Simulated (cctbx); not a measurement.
# A crystallographic session in cctbx: WSe

Library: cctbx 2025.11. The data are simulated by the first script.

## 1. Simulate the data

run.py:

```python
from cctbx import adptbx, crystal, miller, sgtbx, xray
from cctbx.array_family import flex
from iotbx.shelx import hklf
from scitbx import matrix
import scitbx.random

cs = crystal.symmetry(unit_cell=(7.156, 7.156, 7.315, 90, 90, 90), space_group_symbol='Hall: -P 4c')  # P4_2/m
atoms = [  # label, site, U (iso, or U11 U22 U33 U12 U13 U23 in A^2), occupancy
    ("W1", (0.7453, 0.5186, 0), (0.0085, 0.0072, 0.0093, -0.0005, 0.0000, 0.0000), 1),
    ("W2", (0.5, 0, 0), (0.0113, 0.0155, 0.0122, 0.0002, 0.0000, 0.0000), 1),
    ("W3", (0, 0, 0.75), (0.0080, 0.0080, 0.0092, 0.0000, 0.0000, 0.0000), 1),
    ("Se1", (0.3034, 0.197, 0.2264), (0.0192, 0.0148, 0.0167, -0.0020, -0.0009, -0.0027), 1),
]
xs = xray.structure(crystal_symmetry=cs)
for label, site, u, occ in atoms:
    u = adptbx.u_cif_as_u_star(cs.unit_cell(), u) if isinstance(u, tuple) else u
    xs.add_scatterer(xray.scatterer(label, site=site, u=u, occupancy=occ))
xs.set_inelastic_form_factors(0.71073, "sasaki")
xs.show_summary()
p1 = xs.expand_to_p1()
ms = miller.build_set(p1, anomalous_flag=True, d_min=0.84)
flex.set_random_seed(303468)
scitbx.random.set_random_seed(303468)
ms = ms.select(flex.random_double(ms.size()) < 0.7)
i = ms.structure_factors_from_scatterers(p1, algorithm="direct").f_calc().as_intensity_array().data()
i = i / flex.sqrt(1 + 0.3 * i / flex.max(i))  # extinction
i = i * 70000 / flex.max(i)
sig = flex.sqrt(i + flex.pow2(0.06 * i) + 4 ** 2)
noise = scitbx.random.variate(scitbx.random.normal_distribution())(i.size())
data = ms.array(data=i + sig * noise, sigmas=sig).set_observation_type_xray_intensity()
with open("data.hkl", "w") as f:
    data.export_as_shelx_hklf(f)
print("reflections written:", data.size(), " <I/sigma> = %.1f" % flex.mean(data.data() / data.sigmas()))
for h, a, b in list(data.sort("data"))[:12]:
    print("%4d%4d%4d %9.1f %7.1f" % (h + (a, b)))
```

```console
$ python run.py
```

```text
Number of scatterers: 4
At special positions: 3
Unit cell: (7.156, 7.156, 7.315, 90, 90, 90)
Space group: P 42/m (No. 84)
reflections written: 1840  <I/sigma> = 13.2
   0   0   4   71696.1  4208.3
   0   4   0   51617.8  2754.0
   0  -4   0   46794.2  2754.0
   4   0   0   42820.8  2754.0
  -4   0   0   39137.2  2754.0
  -4   0   4   31973.9  1838.6
   1  -2   0   30423.8  1741.1
  -4   0  -4   30013.9  1838.6
  -1   2   0   30001.9  1741.1
   0  -4  -4   29714.3  1838.6
  -5  -3   2   29386.1  1494.3
   0   4   4   28881.8  1838.6
```

It took 0.35 s on 1 thread of Arm Neoverse N1 (shared host), peak memory 0.07 GiB.

## 2. Symmetry

run.py:

```python
from cctbx import crystal, sgtbx, statistics
from cctbx.array_family import flex
from iotbx.shelx import hklf

p1 = crystal.symmetry(unit_cell=(7.156, 7.156, 7.315, 90, 90, 90), space_group_symbol="P 1")
raw = hklf.reader(file_name="data.hkl").as_miller_arrays(crystal_symmetry=p1, anomalous=True)[0]
print(raw.size(), "reflections to d = %.3f A" % raw.d_min())
isig = raw.data() / raw.sigmas()
print("centring   violations  <I/sigma> of those")
best = "P"
for c in "ABCIRF":
    a = raw.customized_copy(space_group_info=sgtbx.space_group_info("Hall: %s 1" % c)).sys_absent_flags().data()
    m = flex.mean(isig.select(a))
    print("%5s %10d of %5d %8.1f" % (c, (isig.select(a) > 4).count(True), a.count(True), m))
    if (isig.select(a) > 4).count(True) < 0.01 * a.count(True):
        best = c
raw = raw.select(~raw.customized_copy(space_group_info=sgtbx.space_group_info("Hall: %s 1" % best)).sys_absent_flags().data())
isig = raw.data() / raw.sigmas()
rows = []
for s in sgtbx.space_group_symbol_iterator():
    g = sgtbx.space_group(s)
    if g.conventional_centring_type_symbol() != best or not g.is_compatible_unit_cell(p1.unit_cell(), 1e-3, 0.02):
        continue
    rows.append((s, g))
print("Laue class    unique    Rint  (classes that these axes allow; Friedel mates merged)")
rint = {}
for s, g in rows:
    laue = g.build_derived_patterson_group()
    key = laue.type().hall_symbol()
    if key not in rint:
        m = raw.customized_copy(space_group_info=laue.info(), anomalous_flag=False).merge_equivalents()
        rint[key] = m.r_int()
        print("%-14s %6d %7.3f" % (laue.type().lookup_symbol(), m.array().size(), m.r_int()))
floor = min(rint.values())
good = [(s, g) for s, g in rows if rint[g.build_derived_patterson_group().type().hall_symbol()] < 2 * floor + 0.03]
top = max(g.build_derived_patterson_group().order_z() for s, g in good)
print("space group    extra absences  I>4sigma  <I/sigma>")
for s, g in good:
    laue = g.build_derived_patterson_group()
    if laue.order_z() != top:
        continue
    a = raw.customized_copy(space_group_info=g.info()).sys_absent_flags().data()
    a &= ~raw.customized_copy(space_group_info=laue.info()).sys_absent_flags().data()
    bad = (isig.select(a) > 4).count(True)
    if bad <= 0.03 * a.count(True):
        print("%-16s %8d %10d %9s  %s" % (s.universal_hermann_mauguin(), a.count(True), bad, "%.1f" % flex.mean(isig.select(a)) if a.count(True) else "-", "centric" if g.is_centric() else "acentric"))
laue = max(good, key=lambda t: t[1].build_derived_patterson_group().order_z())[1].build_derived_patterson_group()
f = raw.customized_copy(space_group_info=laue.info(), anomalous_flag=False).merge_equivalents().array().eliminate_sys_absent().f_sq_as_f()
f.set_observation_type_xray_amplitude()
bins = max(3, min(8, f.size() // 12))
f.setup_binner(n_bins=bins)
w = statistics.wilson_plot(f, {e: n / laue.order_z() for e, n in {'W': 8.0, 'Se': 8.0}.items()}, e_statistics=True)
print("Wilson B = %.2f A^2   <|E^2-1|> = %.3f (0.968 centric, 0.736 acentric)   E^2>4: %.1f %%" % (w.wilson_b, w.mean_e_sq_minus_1, w.percent_e_sq_gt_2))
print("shell (A)         n   <I/sigma>")
m = raw.customized_copy(space_group_info=laue.info(), anomalous_flag=False).merge_equivalents().array().eliminate_sys_absent()
for b in m.setup_binner(n_bins=bins).range_used():
    sel = m.binner().selection(b)
    print("%5.2f - %4.2f %6d %8.1f" % (min(m.binner().bin_d_range(b)[0] if m.binner().bin_d_range(b)[0] > 0 else 99, 99), m.binner().bin_d_range(b)[1], sel.count(True), flex.mean((m.data() / m.sigmas()).select(sel))))
```

```console
$ python run.py
```

```text
1840 reflections to d = 0.843 A
centring   violations  <I/sigma> of those
    A        857 of   910     13.4
    B        870 of   934     13.2
    C        867 of   918     13.6
    I        827 of   915     12.8
    R       1153 of  1234     13.3
    F       1297 of  1381     13.4
Laue class    unique    Rint  (classes that these axes allow; Friedel mates merged)
P -1             1202   0.037
P 1 2/m 1         704   0.275
P 1 1 2/m         702   0.040
P 2/m 1 1         700   0.273
P m m m           416   0.279
P 4/m             360   0.046
P 4/m m m         232   0.284
space group    extra absences  I>4sigma  <I/sigma>
P 4                     0          0         -  acentric
P 42                    6          0      -0.0  acentric
P -4                    0          0         -  acentric
P 4/m                   0          0         -  centric
P 42/m                  6          0      -0.0  centric
Wilson B = 0.89 A^2   <|E^2-1|> = 0.877 (0.968 centric, 0.736 acentric)   E^2>4: 1.4 %
shell (A)         n   <I/sigma>
 7.32 - 1.68     53     23.5
 1.68 - 1.34     44     27.5
 1.34 - 1.17     44     29.9
 1.17 - 1.06     47     26.7
 1.06 - 0.99     43     29.3
 0.99 - 0.93     42     23.5
 0.93 - 0.88     44     26.1
 0.88 - 0.84     43     29.5
```

Time: 0.49 s.

## 3. Patterson map

run.py:

```python
from cctbx import crystal, maptbx
from iotbx.shelx import hklf

cs = crystal.symmetry(unit_cell=(7.156, 7.156, 7.315, 90, 90, 90), space_group_symbol='Hall: -P 4c')  # P4_2/m
raw = hklf.reader(file_name="data.hkl").as_miller_arrays(crystal_symmetry=cs, anomalous=True)[0]
merged = raw.eliminate_sys_absent().merge_equivalents()
fo2 = merged.array().set_observation_type_xray_intensity()
f = fo2.average_bijvoet_mates().f_sq_as_f()
pm = f.patterson_map(symmetry_flags=maptbx.use_space_group_symmetry, sharpening=False, resolution_factor=0.25)
peaks = pm.peak_search(parameters=maptbx.peak_search_parameters(min_distance_sym_equiv=0.4, max_clusters=14)).all()
top = peaks.heights()[0]
print("Patterson group", f.patterson_symmetry().space_group_info())
print("      u       v       w   height  length (A)")
for x, h in zip(peaks.sites(), peaks.heights()):
    y = [t - round(t) for t in x]
    print("%7.3f %7.3f %7.3f %8.1f %8.2f" % (x + (1000 * h / top, cs.unit_cell().length(y))))
```

```console
$ python run.py
```

```text
Patterson group P 4/m
      u       v       w   height  length (A)
  0.000   0.000   0.000   1000.0     0.00
  0.000   0.000   0.500    279.3     3.66
  0.231   0.259   0.500    206.6     4.42
  0.254   0.485   0.250    197.4     4.33
  0.245   0.521   0.000    193.9     3.85
  0.000   0.500   0.250    188.3     4.02
  0.020   0.255   0.500    185.3     4.09
  0.500   0.500   0.500    165.0     6.24
  0.211   0.717   0.500    138.1     4.45
  0.000   0.500   0.000    134.2     3.58
  0.195   0.692   0.000    130.5     2.61
  0.058   0.736   0.245     81.9     2.64
  0.192   0.197   0.222     63.9     2.55
  0.318   0.308   0.264     63.2     3.71
```

Time: 0.35 s.

## 4. Charge flipping

run.py:

```python
import itertools
from cctbx import crystal, maptbx
from cctbx.array_family import flex
from iotbx.shelx import hklf
from smtbx.ab_initio import charge_flipping as cf

cs = crystal.symmetry(unit_cell=(7.156, 7.156, 7.315, 90, 90, 90), space_group_symbol='Hall: -P 4c')  # P4_2/m
raw = hklf.reader(file_name="data.hkl").as_miller_arrays(crystal_symmetry=cs, anomalous=True)[0]
merged = raw.eliminate_sys_absent().merge_equivalents()
fo2 = merged.array().set_observation_type_xray_intensity()
f = fo2.average_bijvoet_mates().f_sq_as_f().resolution_filter(d_min=0.84)
p1 = f.expand_to_p1()
p1.setup_binner_counting_sorted(reflections_per_bin=max(40, p1.size() // 12))
work = p1.array(data=p1.data() / p1.amplitude_quasi_normalisations().data())
flex.set_random_seed(42882)
it = cf.weak_reflection_improved_iterator(delta=None, weak_reflection_fraction=0.3)
it.start(work, phases=flex.random_double(p1.size()) * 6.2832, f_000=0)
it.delta = 0.9 * it.rho_map.sigma()
print("cycle      R  skewness")
for n, st in enumerate(itertools.islice(it, 300)):
    if n % 25 == 0:
        print("%5d %6.3f %8.2f" % (n, st.r1_factor(), st.rho_map.skewness()))
rho = p1.phase_transfer(it.f_calc).fft_map().apply_volume_scaling()
polish = cf.low_density_elimination_iterator(constant_rho_c=rho.sigma())
polish.start(f_obs=p1, phases=it.f_calc, f_000=0)
for _ in range(8):
    next(polish)
print("origin shift          correlation  skewness")
maps = []
for fc, shift, cc in itertools.islice(cf.f_calc_symmetrisations(f, polish.f_calc, 0), 4):
    m = f.phase_transfer(fc).fft_map(symmetry_flags=maptbx.use_space_group_symmetry, resolution_factor=0.25).apply_sigma_scaling()
    maps.append((m.skewness(), cc, m))
    print("%6.3f %6.3f %6.3f %10.3f %9.2f" % (tuple(shift) + (cc, m.skewness())))
skew, cc, m = max((t for t in maps if t[1] > maps[0][1] - 0.04), key=lambda t: t[0])
print("taken: symmetry correlation %.3f, skewness %.2f" % (cc, skew))
peaks = m.peak_search(parameters=maptbx.peak_search_parameters(min_distance_sym_equiv=0.9, max_clusters=9)).all()
sps = cs.special_position_settings(min_distance_sym_equiv=0.5)
print("peak      x       y       z  mult  height/sigma")
for k, (x, h) in enumerate(zip(peaks.sites(), peaks.heights())):
    ss = sps.site_symmetry(x)
    print("Q%-3d %7.4f %7.4f %7.4f %4d %8.1f" % ((k + 1,) + tuple(t % 1 for t in ss.exact_site()) + (ss.multiplicity(), h)))
```

```console
$ python run.py
```

```text
cycle      R  skewness
    0  0.637     0.16
   25  0.397     1.30
   50  0.403     1.45
   75  0.413     1.58
  100  0.405     1.73
  125  0.423     2.48
  150  0.454     4.10
  175  0.444     4.08
  200  0.453     4.24
  225  0.450     3.87
  250  0.452     4.20
  275  0.444     3.98
origin shift          correlation  skewness
 0.176  0.328  0.335      0.779      1.53
 0.428  0.341  0.330      0.772      0.85
 0.171  0.331  0.132      0.759      0.89
 0.004 -0.001  0.325      0.779      0.89
taken: symmetry correlation 0.779, skewness 1.53
peak      x       y       z  mult  height/sigma
Q1    0.0553  0.2607  0.0000    4      8.7
Q2    0.1026  0.2625  0.5000    4      6.9
Q3    0.1644  0.2071  0.2709    8      5.4
Q4    0.4002  0.4922  0.2504    8      3.9
Q5    0.1068  0.7508  0.5000    4      3.2
Q6    0.2753  0.5175  0.5000    4      3.1
Q7    0.2712  0.3596  0.2239    8      2.6
Q8    0.0000  0.0000  0.0000    2      2.6
Q9    0.1464  0.4887  0.0000    4      2.4
```

Time: 0.58 s.

## 5. Refinement (model from the peaks)

run.py:

```python
import math
from cctbx import adptbx, crystal, maptbx, sgtbx, xray
from cctbx.array_family import flex
from cctbx.xray import observations
from iotbx.shelx import hklf
from scitbx.lstbx import normal_eqns_solving
from smtbx import absolute_structure, utils
from smtbx.refinement import constraints, least_squares

cs = crystal.symmetry(unit_cell=(7.156, 7.156, 7.315, 90, 90, 90), space_group_symbol='Hall: -P 4c')  # P4_2/m
atoms = [  # label, site, U (iso, or U11 U22 U33 U12 U13 U23 in A^2), occupancy
    ("W1", (0.0553, 0.2607, 0), 0.0200, 1),
    ("W2", (0.1026, 0.2625, 0.5), 0.0200, 1),
    ("Se1", (0.1644, 0.2071, 0.2709), 0.0200, 1),
]
xs = xray.structure(crystal_symmetry=cs)
for label, site, u, occ in atoms:
    u = adptbx.u_cif_as_u_star(cs.unit_cell(), u) if isinstance(u, tuple) else u
    xs.add_scatterer(xray.scatterer(label, site=site, u=u, occupancy=occ))
xs.set_inelastic_form_factors(0.71073, "sasaki")
raw = hklf.reader(file_name="data.hkl").as_miller_arrays(crystal_symmetry=cs, anomalous=True)[0]
merged = raw.eliminate_sys_absent().merge_equivalents()
fo2 = merged.array().set_observation_type_xray_intensity()
print("Rint %.3f, %d unique reflections to %.2f A" % (merged.r_int(), fo2.size(), fo2.d_min()))
for sc in xs.scatterers():
    sc.flags.set_grad_site(True)
    sc.flags.set_grad_u_aniso(sc.flags.use_u_aniso())
    sc.flags.set_grad_u_iso(sc.flags.use_u_iso())
obs = fo2.as_xray_observations()
extra = {}
rep = constraints.reparametrisation(xs, [], utils.connectivity_table(xs), **extra)
ls = least_squares.crystallographic_ls(obs, rep, weighting_scheme=least_squares.mainstream_shelx_weighting(a=0, b=0))
print("cycle     R1     wR2    GooF  max shift (A)")
for cycle in range(6):
    ls.build_up()
    r1, wr2, goof = ls.r1_factor(cutoff_factor=2)[0], ls.wR2(), ls.goof()
    old = xs.sites_cart()
    normal_eqns_solving.levenberg_marquardt_iterations(ls, n_max_iterations=3, tau=0.0001, step_threshold=1e-7)
    big = flex.max((xs.sites_cart() - old).norms())
    print("%4d %7.4f %7.4f %7.3f %9.5f" % (cycle + 1, r1, wr2, goof, big))
    ls.build_up(objective_only=True)
    if abs(ls.wR2() - wr2) < 5e-5 and big < 5e-4:
        break
ls.build_up()
print("final R1 %.4f wR2 %.4f GooF %.3f  parameters %d  data/parameter %.1f" % (ls.r1_factor(cutoff_factor=2)[0], ls.wR2(), ls.goof(), ls.n_parameters, fo2.size() / ls.n_parameters))
cov = ls.covariance_matrix_and_annotations()
su = dict(zip(cov.annotations, (math.sqrt(max(v, 0)) for v in cov.matrix.matrix_packed_u_diagonal())))
a2 = cs.unit_cell().reciprocal_parameters()[0] ** -2
print("atom        x        y        z      Ueq    occ   su(xyz)  su(Uiso or U11)")
for sc in xs.scatterers():
    s = max(su.get(sc.label + k, 0) for k in (".x", ".y", ".z"))
    npd = "" if sc.is_positive_definite_u(cs.unit_cell()) else "  NPD"
    print("%-5s %8.5f %8.5f %8.5f %8.4f %6.3f %8.5f %7.4f%s" % ((sc.label,) + sc.site + (sc.u_iso_or_equiv(cs.unit_cell()), sc.occupancy, s, su.get(sc.label + ".uiso", su.get(sc.label + ".u11", 0) * a2), npd)))
fo = fo2.f_sq_as_f()
fc = fo.structure_factors_from_scatterers(xs, algorithm="direct").f_calc()
diff = fo.f_obs_minus_f_calc(1 / math.sqrt(ls.scale_factor()), fc).average_bijvoet_mates()
m = diff.fft_map(symmetry_flags=maptbx.use_space_group_symmetry, resolution_factor=0.25).apply_volume_scaling()
print("difference map: max %.2f min %.2f rms %.2f" % (m.statistics().max(), m.statistics().min(), m.statistics().sigma()))
peaks = m.peak_search(parameters=maptbx.peak_search_parameters(min_distance_sym_equiv=0.6, max_clusters=6)).all()
near = xs.closest_distances(peaks.sites(), distance_cutoff=4)
sps = cs.special_position_settings(min_distance_sym_equiv=0.5)
for k, (x, h) in enumerate(zip(peaks.sites(), peaks.heights())):
    ss = sps.site_symmetry(x)
    print("Q%-3d %7.4f %7.4f %7.4f %4d %7.2f  %.2f A from %s" % ((k + 1,) + tuple(t % 1 for t in ss.exact_site()) + (ss.multiplicity(), h, near.smallest_distances[k], xs.scatterers()[near.i_seqs[k]].label)))
```

```console
$ python run.py
```

```text
Rint 0.046, 356 unique reflections to 0.84 A
cycle     R1     wR2    GooF  max shift (A)
   1  0.9479  0.9961  29.690   0.41021
   2  0.8833  0.9696  28.903   0.31970
   3  0.8581  0.9604  28.628   0.16006
   4  0.8557  0.9595  28.599   0.09863
   5  0.8527  0.9600  28.614   0.03601
   6  0.8540  0.9602  28.620   0.06187
final R1 0.8530 wR2 0.9603 GooF 28.625  parameters 10  data/parameter 35.6
atom        x        y        z      Ueq    occ   su(xyz)  su(Uiso or U11)
W1     0.02181  0.26574  0.00000   0.0001  1.000  0.00906  0.0162
W2     0.19655  0.28204  0.50000   0.0001  1.000  0.00979  0.0143
Se1    0.13806  0.15996  0.33159   0.0001  1.000  0.01717  0.0282
difference map: max 1191.95 min -506.78 rms 114.93
Q1    0.0117  0.2589  0.0000    4 1248.20  0.09 A from W1
Q2    0.1947  0.2755  0.5000    4 1039.51  0.05 A from W2
Q3    0.1422  0.1490  0.3367    8  501.41  0.09 A from Se1
Q4    0.0000  0.0000  0.0000    2  431.02  1.91 A from W1
Q5    0.2071  0.2872  0.0000    4  364.53  1.33 A from W1
Q6    0.5000  0.5000  0.2500    2  355.42  3.24 A from W2
```

Time: 0.68 s.

Figures of merit this high mean that the model is still wrong or incomplete.

## 6. Charge flipping

run.py, as its changes from the last script of this kind:

```diff
@@ -13,3 +13,2 @@
-p1.setup_binner_counting_sorted(reflections_per_bin=max(40, p1.size() // 12))
-work = p1.array(data=p1.data() / p1.amplitude_quasi_normalisations().data())
-flex.set_random_seed(42882)
+work = p1
+flex.set_random_seed(42883)
@@ -20,2 +19,2 @@
-for n, st in enumerate(itertools.islice(it, 300)):
-    if n % 25 == 0:
+for n, st in enumerate(itertools.islice(it, 600)):
+    if n % 50 == 0:
```

```console
$ python run.py
```

```text
cycle      R  skewness
    0  0.649     0.20
   50  0.363     4.92
  100  0.360     4.85
  150  0.367     4.94
  200  0.350     4.94
  250  0.364     4.99
  300  0.361     5.11
  350  0.347     4.83
  400  0.369     4.90
  450  0.378     5.01
  500  0.359     4.99
  550  0.360     4.97
origin shift          correlation  skewness
 0.324 -0.009  0.268      0.765      0.91
 0.403  0.490  0.262      0.761      0.64
 0.361  0.168  0.199      0.759      0.92
 0.071  0.721  0.267      0.772      0.69
taken: symmetry correlation 0.759, skewness 0.92
peak      x       y       z  mult  height/sigma
Q1    0.9839  0.2327  0.5000    4      6.8
Q2    0.0000  0.0000  0.0000    2      4.3
Q3    0.0046  0.2721  0.0000    4      4.3
Q4    0.0000  0.5000  0.2568    4      4.0
Q5    0.1897  0.6979  0.5000    4      3.8
Q6    0.1941  0.3416  0.4273    8      3.8
Q7    0.1509  0.5040  0.0000    4      3.6
Q8    0.5000  0.5000  0.2500    2      3.6
Q9    0.0518  0.2738  0.3113    8      3.5
```

It took 0.72 s on 1 thread of Arm Neoverse N1, with other jobs on the host, peak memory 0.07 GiB.

[Logs are printed without paths, hosts, clocks, repeated set-up lines and the standing remarks that a program may print on its own settings, such as how far it seeks lower states.]
